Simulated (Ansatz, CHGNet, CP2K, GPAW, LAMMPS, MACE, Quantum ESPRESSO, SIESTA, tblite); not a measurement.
# tblite on glassy 85GeO2-7MgO-7K2O (mol %) (79 atoms): settings against a plane-wave reference

Wanted: tblite inputs and outputs for glassy 85GeO2-7MgO-7K2O (mol %) (79 atoms), checked against a plane-wave reference.

Method: the method is named at each step, in tblite 0.8.0.

## Step 1: Set-up

The cell holds 79 atoms: 23 Ge, 2 Mg, 4 K and 50 O. Cell: a = 10.745 Å, b = 10.745 Å, c = 10.745 Å, α = 90.0°, β = 90.0°, γ = 90.0°. 79 atoms (23 Ge, 2 Mg, 4 K, 50 O) placed at random at 3.57 g/cm³, melted at 4000 K for 10 ps at fixed volume with the Morse and Coulomb pair potential with partial charges (Pedone, Malavasi, Menziani, Cormack and Segre, J. Phys. Chem. B 110, 11780 (2006)). Quenched from 4000 K to 300 K at 20 K/ps and fixed volume, held 10 ps at zero pressure.

The yardstick, on the same geometry:

| Quantity | Value |
| --- | --- |
| method | Kohn-Sham DFT, PBE, SSSP efficiency 1.3.0 pseudopotentials, plane waves (Quantum ESPRESSO 7.5); sssp-pbe-1.3.0-efficiency, cutoffs 60/480 Ry, Γ point |
| r.m.s. force component | 1.183 eV/Å |
| longest force | 4.892 eV/Å |
| pressure | 4.448 GPa |
| gap (highest filled to lowest empty level) | 1.025 eV |
| time | 4.2 min on 4 MPI ranks of Arm Neoverse V1, shared host |
| CPU time | 17 min |

## Step 2: GFN1-xTB

Method: GFN1-xTB tight binding, diagonalisation.

run.py reads:

```python
import numpy as np
from ase.io import read
from tblite.ase import TBLite

atoms = read("structure.xyz")
atoms.calc = TBLite(method="GFN1-xTB", electronic_temperature=580, accuracy=1.0, max_iterations=250, mixer_damping=0.4, verbosity=1)
energy = atoms.get_potential_energy()
forces = atoms.get_forces()
print(f"energy {energy:.6f} eV")
print("forces (eV/A)")
for i, (a, f) in enumerate(zip(atoms, forces)):
    print(f"{i:4d} {a.symbol:2s} {f[0]:10.5f} {f[1]:10.5f} {f[2]:10.5f}")
stress = -atoms.get_stress(voigt=False) * 160.21766
print("stress (GPa, compression positive)")
for row in stress:
    print(" ".join(f"{x:10.4f}" for x in row))
print("charges (e)")
print(np.array2string(atoms.get_charges(), precision=4, suppress_small=True, max_line_width=110, threshold=100000))
```

structure.xyz reads:

```xyz
79
Lattice="10.74457 0.00000 0.00000 0.00000 10.74457 0.00000 0.00000 0.00000 10.74457" Properties=species:S:1:pos:R:3 pbc="T T T"
Ge 8.99675 6.76865 1.54990
Ge 1.76963 3.26345 10.42213
Ge 9.82924 10.28954 4.39539
Ge 2.09487 9.92766 2.66025
Ge 8.92498 3.77951 2.21951
Ge 1.32212 6.83376 3.23089
Ge 2.91328 10.15770 7.45028
Ge 5.50745 2.73600 5.79068
Ge 2.33308 2.47587 5.94390
Ge 5.20252 0.13882 3.44396
Ge 5.17953 7.15803 10.28986
Ge 8.01899 4.93380 5.24561
Ge 6.83892 4.69753 9.19563
Ge 7.45920 1.71698 8.46855
Ge 1.35371 7.17544 6.62209
Ge 1.66186 3.56623 2.83345
Ge 7.87663 0.57365 1.74567
Ge 5.93165 7.73835 2.75781
Ge 6.15922 9.46339 7.94819
Ge 8.78712 7.95335 6.74297
Ge 10.01276 2.34017 6.59835
Ge 9.12816 9.31382 9.98944
Ge 1.33104 0.08349 10.23603
Mg 10.26934 5.35961 8.79959
Mg 3.60835 5.06993 8.34993
K 5.28579 6.56762 6.11280
K 4.85246 1.42387 10.15083
K 1.49736 7.51024 10.53086
K 5.17276 4.23669 2.00085
O 6.38066 2.12334 7.14858
O 9.56836 9.04188 5.56569
O 9.06509 1.80143 7.98601
O 3.16095 3.51380 9.47811
O 0.65381 10.01329 3.69259
O 3.92069 3.11700 6.11688
O 8.81656 5.11119 1.14430
O 5.26742 7.90725 1.11239
O 3.70451 6.63252 9.69998
O 6.81711 0.12679 8.73405
O 8.27224 6.48198 5.88330
O 6.96893 2.94186 9.59103
O 2.34275 5.93014 7.08561
O 5.57525 5.01428 8.13471
O 8.27955 2.27323 1.78940
O 0.71946 4.68055 10.06433
O 5.51723 1.49102 4.53775
O 2.08241 8.70761 7.06574
O 1.17535 7.07616 4.89619
O 3.53292 0.00849 3.11163
O 10.54128 7.09367 7.34262
O 2.34780 3.21413 1.32029
O 9.22131 7.83859 0.21511
O 9.88844 1.00172 5.43546
O 1.04007 1.74589 10.25999
O 2.21080 8.16813 2.58482
O 8.75876 8.77316 8.40193
[... 19 atom lines left out ...]
O 1.84345 5.23185 2.99376
O 5.83860 8.28277 9.14621
O 6.30201 5.75082 10.48058
O 6.48284 4.07542 5.39861
```

The run is started by

```sh
OMP_NUM_THREADS=1 python run.py > output.txt
```

The log of the run:

```text
------------------------------------------------------------
  cycle        total energy    energy error   density error
------------------------------------------------------------
      1     -231.1411899893  -2.3161715E+02   1.1220527E+00
      2     -228.8384773323   2.3027127E+00   9.9883138E-01
      3     -248.9787668740  -2.0140290E+01   6.4384911E-01
      4     -261.3817464807  -1.2402980E+01   4.2293829E-01
      5     -263.1147705346  -1.7330241E+00   3.8460719E-01
      6     -275.4613417821  -1.2346571E+01   1.4537084E-01
      7     -277.5468274714  -2.0854857E+00   6.4202739E-02
      8     -277.5611226854  -1.4295214E-02   5.5737227E-02
      9     -277.5565878952   4.5347902E-03   5.1868992E-02
     10     -277.6767951952  -1.2020730E-01   3.0320615E-02
     11     -277.7215279342  -4.4732739E-02   2.1304219E-02
     12     -277.7641401891  -4.2612255E-02   7.2851570E-03
     13     -277.7680559555  -3.9157664E-03   3.9778541E-03
     14     -277.7688811500  -8.2519449E-04   2.3712409E-03
     15     -277.7690803696  -1.9921954E-04   1.8304514E-03
     16     -277.7692987006  -2.1833102E-04   8.4563888E-04
     17     -277.7693430596  -4.4359077E-05   4.6695899E-04
     18     -277.7693544413  -1.1381679E-05   2.1920076E-04
     19     -277.7693568186  -2.3772279E-06   1.5202716E-04
     20     -277.7693580241  -1.2055679E-06   7.5910440E-05
     21     -277.7693580081   1.6046556E-08   6.3852398E-05
     22     -277.7693583951  -3.8700063E-07   1.9097528E-05
------------------------------------------------------------
 total:                                   4.278 sec
energy -7558.489237 eV
forces (eV/A)
   0 Ge   -0.79026    0.48055    0.43378
   1 Ge    0.10059    2.64468   -1.17253
   2 Ge    0.18473    0.68880    0.65589
   3 Ge   -0.73835   -1.21539    1.02612
   4 Ge    1.88183    0.06364   -0.05443
   5 Ge   -1.10828    0.20341   -0.04691
   6 Ge    0.10607    0.17014   -0.32009
   7 Ge    1.53148   -0.86946    0.31494
   8 Ge   -0.32139   -0.60671    0.08045
   9 Ge    0.85763    0.04614   -0.18829
  10 Ge    0.06991   -0.96413    0.32644
  11 Ge    0.39344   -2.05461   -0.15295
  12 Ge    0.31432    0.34463   -0.66482
  13 Ge   -1.46120    0.70301   -0.87628
  14 Ge    0.00701   -0.25775   -0.21761
  15 Ge   -2.52739    0.32394   -0.76609
  16 Ge    0.16646   -0.05006    0.45549
  17 Ge   -0.72297   -1.93026   -0.38056
  18 Ge   -0.02984   -0.30044   -0.23428
  19 Ge    0.17222    0.85573    0.16678
  20 Ge   -1.55418   -0.01440   -1.04672
  21 Ge    0.14665   -1.15631    0.62541
  22 Ge   -0.45364    0.60594    0.46519
  23 Mg   -0.54583    0.07378   -0.20895
[...]
71 O     0.48903   -0.87531    0.42726
  72 O     0.98126    0.73966    0.49170
  73 O     0.60407    0.51817    0.00304
  74 O     0.63580   -0.75944   -0.06512
  75 O     1.68931    1.18074   -0.01373
  76 O     0.40222    0.24655    0.14029
  77 O     0.18194    0.10314    1.58336
  78 O    -0.53391    1.45023   -0.84984
stress (GPa, compression positive)
    0.1383     0.0962     0.2654
    0.0962    -0.6367    -0.1367
    0.2654    -0.1367     1.2710
charges (e)
[ 0.9078  0.8741  0.9023  0.9023  0.9031  0.9034  0.8989  0.9089  0.9116  0.8993  0.8806  0.9208  0.8872
  0.9079  0.8841  0.8975  0.9059  0.8805  0.9068  0.9355  0.901   0.9131  0.8978  0.819   0.8669 -0.0722
 -0.0148 -0.0426  0.0144 -0.4535 -0.4016 -0.3998 -0.5735 -0.4205 -0.4092 -0.41   -0.4451 -0.5649 -0.4343
 -0.3856 -0.4397 -0.5688 -0.583  -0.4144 -0.5719 -0.425  -0.4244 -0.4206 -0.4065 -0.4816 -0.4277 -0.4451
 -0.4367 -0.4216 -0.4214 -0.4282 -0.4337 -0.4391 -0.4456 -0.4287 -0.4303 -0.4144 -0.5385 -0.429  -0.4406
 -0.4315 -0.4244 -0.4335 -0.4321 -0.4125 -0.4092 -0.4053 -0.3972 -0.5608 -0.4554 -0.4156 -0.4392 -0.4498
 -0.4201]
```

Run time: 5.2 s. Hardware: 1 thread of Arm Neoverse V1, shared host; peak memory 0.12 GiB.

Banners, paths, timers and routine set-up lines are dropped from the logs unmarked, and long logs keep their key lines alone; longer cuts are marked.

Against the reference:

* r.m.s. force component: 0.7491 eV/Å
* r.m.s. difference of force components: 524.6 meV/Å
* longest difference of force vectors: 2270 meV/Å
* force difference over r.m.s. force: 44.36 %
* slope of forces against the reference's: 0.6022
* correlation of force components: 0.9507
* pressure: 0.2575 GPa
* pressure difference: -4.191 GPa

Length of the force difference by element (eV/Å):

```tsv
element	atoms	mean	most
Ge	23	1.3	2.3
K	4	0.50	0.59
Mg	2	0.60	0.72
O	50	0.57	1.6
```

A closer look about Mg25, one of the 2 Mg atoms: 13 atoms, nearest first, numbered in the order of the input, with positions taken from that point.

```tsv
atom	x	y	z	distance (Å)	bonds	Mulliken charge (e)	Fx	Fy	Fz (eV/Å)
Mg25	0.00	0.00	0.00	0.00	4	0.87	0.10	0.09	0.51
O33	-0.45	-1.56	1.13	1.97	3	-0.57	0.72	-0.19	-0.52
O43	1.97	-0.06	-0.22	1.98	3	-0.58	-1.03	-0.32	-1.44
O42	-1.27	0.86	-1.26	1.98	3	-0.57	1.05	-1.27	0.68
O38	0.10	1.56	1.35	2.07	3	-0.56	-0.98	-0.15	0.04
O35	0.31	-1.95	-2.23	2.98	2	-0.41	-1.24	1.78	0.82
K26	1.68	1.50	-2.24	3.17	6	-0.07	0.25	0.21	0.03
Ge11	1.57	2.09	1.94	3.25	4	0.88	0.07	-0.96	0.33
Ge2	-1.84	-1.81	2.07	3.31	4	0.87	0.10	2.64	-1.17
Ge13	3.23	-0.37	0.85	3.36	4	0.89	0.31	0.34	-0.66
O45	-2.89	-0.39	1.71	3.38	3	-0.57	0.12	-0.53	0.24
O78	2.69	0.68	2.13	3.50	3	-0.45	0.18	0.10	1.58
Ge15	-2.25	2.11	-1.73	3.54	4	0.88	0.01	-0.26	-0.22
```

Atoms are counted from 1 here, from 0 in the log.

Forces lie 44 % from the reference's, at 0.0048 times its CPU time (on 1 against 4 cores).

## Step 3: Summary of results

| Item | Value |
| --- | --- |
| force difference from the reference | tblite GFN1-xTB, 44 % |
| its CPU time | 4.9 s |

Tight binding differs by 44 % (tblite GFN1-xTB); it is another model, with fitted parameters of its own, and the xTB methods hold dispersion. One electronic-structure run takes under half the reference's CPU time: tblite GFN1-xTB, at 44 % in 4.9 s against 17 min; its pressure misses by -4.2 GPa. Periodic xTB results under one method name differ between programs and library versions. The reference's pressure holds the uncorrected Pulay stress of its 60 Ry basis, so small pressure differences, and their order, may be the reference's own error. The quench rate of 20 K/ps is many orders above laboratory rates, so the cell is likely richer in defects and strain than a real sample. The network of bonds at the start is that of the classical potential that made the cell, and needn't be the one that DFT or experiment would give. The electronic-structure runs sample only Γ, in a cell whose shortest periodic width is 11 Å.

[Also dropped from logs without a mark: logging warnings of Python, and SIESTA's first energy breakdown and zero terms.]

[Logs are printed without paths, hosts, clocks, repeated set-up lines and the standing remarks that a program may print on its own settings, such as how far it seeks lower states.]

[Hosts, paths, dates, database ids (printed as entryN), source tags and the programs' standing remarks are cut or masked in the printed files.]
